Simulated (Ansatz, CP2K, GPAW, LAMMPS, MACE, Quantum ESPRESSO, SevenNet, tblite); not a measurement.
**Other levels on amorphous Ge (61 atoms)**

Density of this cell: 5.32 g/cm³. The cell holds 61 atoms: 61 Ge. Its edges and angles: a = 11.144 Å, b = 11.144 Å, c = 11.144 Å, α = 90.0°, β = 90.0°, γ = 90.0°. 61 atoms (61 Ge) placed at random at 5.32 g/cm³, melted at 3500 K for 10 ps at fixed volume with the Tersoff potential (Tersoff, Phys. Rev. B 39, 5566 (1989)). Quenched from 3500 K to 300 K at 3 K/ps and fixed volume, annealed at 1000 K for 20 ps, held 5 ps, then minimised at fixed cell.

Geometry: as built.

The reference, a calculation:

- method: Kohn-Sham DFT, PBE, PAW, plane waves (Ansatz 0.2.0); cutoff 420 eV, Γ point, fermi-dirac smearing of 0.05 eV; PAW set soft_2
- r.m.s. force component: 0.2399 eV/Å
- longest force: 0.907 eV/Å
- pressure: 4.241 GPa
- SCF cycles: 11
- time: 37 s on 4 threads of Arm Neoverse V1, shared host
- CPU time: 2.3 min

**Question.** The same geometry is run in other programs. How far does each lie from the reference, and what does it cost?
- MACE MP-0b3 medium potential (MACE MP-0b3 medium; 1 thread)
- CP2K PBE, DZVP-UZH, 122/50 Ry, diagonalisation (CP2K 2026.2; 2 threads)
- CP2K PBE, DZVP-MOLOPT (SR for Ge), 350/50 Ry, diagonalisation (CP2K 2026.2; 2 threads)
- GPAW PBE, LCAO sz(dzp), h 0.2 Å (GPAW 26.7.0; 1 thread)
- CP2K PBE+rVV10L, DZVP-UZH, 350/50 Ry, diagonalisation (CP2K 2026.2; 2 threads)
- CP2K PBE, DZVP-UZH, 350/50 Ry, diagonalisation (CP2K 2026.2; 2 threads)
- GPAW PBE, plane waves 550 eV (GPAW 26.7.0; 2 MPI ranks)
- GPAW PBE, LCAO dzp, h 0.2 Å (GPAW 26.7.0; 1 thread)
- tblite GFN1-xTB (tblite 0.8.0; 1 thread)
- MACE MP-0b2 small potential (MACE MP-0b2 small; 1 thread)

Differences are against the plane-wave reference, forces as r.m.s. over components; share is that over the reference's r.m.s. force, slope the least-squares factor from reference forces to these. Total energies of different programs have different zeros and aren't compared.

```
                                                          run  Δ force, r.m.s. (meV/Å)  share (%)  slope  Δ pressure (GPa)  cores  CPU time  memory (GiB)
                                                    reference                        -          -      -                 -      4   2.3 min           2.1
                                 MACE MP-0b3 medium potential                      199       82.8  0.324             -2.00      1     8.9 s          0.79
      CP2K PBE, DZVP-UZH, 122/50 Ry, diagonalisation (coarse)                     25.9       10.8  1.016             0.650      2      91 s          0.69
CP2K PBE, DZVP-MOLOPT (SR for Ge), 350/50 Ry, diagonalisation                     22.3       9.28  1.015             0.899      2      93 s           1.8
                     GPAW PBE, LCAO sz(dzp), h 0.2 Å (coarse)                      143       59.8  1.286                 -      1      59 s           1.0
        CP2K PBE+rVV10L, DZVP-UZH, 350/50 Ry, diagonalisation                     29.7       12.4  1.030             0.364      2   4.3 min           3.1
               CP2K PBE, DZVP-UZH, 350/50 Ry, diagonalisation                     25.9       10.8  1.016             0.650      2   2.2 min           1.8
                                 GPAW PBE, plane waves 550 eV                     12.2       5.06  1.026             0.208      2    17 min           1.7
                                  GPAW PBE, LCAO dzp, h 0.2 Å                     39.3       16.4  1.079                 -      1   3.5 min           1.4
                                              tblite GFN1-xTB                      128       53.5  0.762              1.37      1     6.7 s          0.13
                                  MACE MP-0b2 small potential                      200       83.3  0.369             -2.02      1     7.3 s          0.67
```

Rows marked coarse were listed beforehand as settings not expected to be converged; some can still land near the reference.

Times of the machine-learned potentials are mostly Python's start and the loading of weights.

CPU time is summed over cores on a shared host, where runs went side by side, so it is rough. Symmetry, cutoffs, thresholds, outputs and thread counts weren't matched or tuned between programs; memory under MPI is the largest rank's times the ranks.

PBE on plane waves or a grid with other potentials, cutoffs or grids, coarse settings apart, differs from the reference by 5.1 % (GPAW PBE, plane waves 550 eV) of the r.m.s. force; this holds the reference's own error, so differences of a few per cent don't tell which side is nearer the exact PBE result. The PBE runs in local orbitals, coarse settings apart, differ by 9.3 % (CP2K PBE, DZVP-MOLOPT (SR for Ge), 350/50 Ry, diagonalisation) to 16 % (GPAW PBE, LCAO dzp, h 0.2 Å); basis, grid and potentials can all enter. Tight binding differs by 54 % (tblite GFN1-xTB); it is another model, with fitted parameters of its own, and the xTB methods hold dispersion. Machine-learned potentials differ by 83 % in each run; they were trained on other programs' data. Among those trained on PBE data the slope goes as low as 0.32, with a correlation of 0.56, so directions differ as well as sizes. Periodic xTB results under one method name differ between programs and library versions. Machine-learned potentials mimic data converged in k, so the reference's own k-point error enters their differences. The network of bonds at the start is that of the classical potential that made the cell, and needn't be the one that DFT or experiment would give. The electronic-structure runs sample only Γ, in a cell whose shortest periodic width is 11 Å, which is coarse for a cell with partly filled levels.

[Logs are printed without paths, hosts, clocks, repeated set-up lines and the standing remarks that a program may print on its own settings, such as how far it seeks lower states.]

[Hosts, paths, dates, database ids (printed as entryN), source tags and the programs' standing remarks are cut or masked in the printed files.]
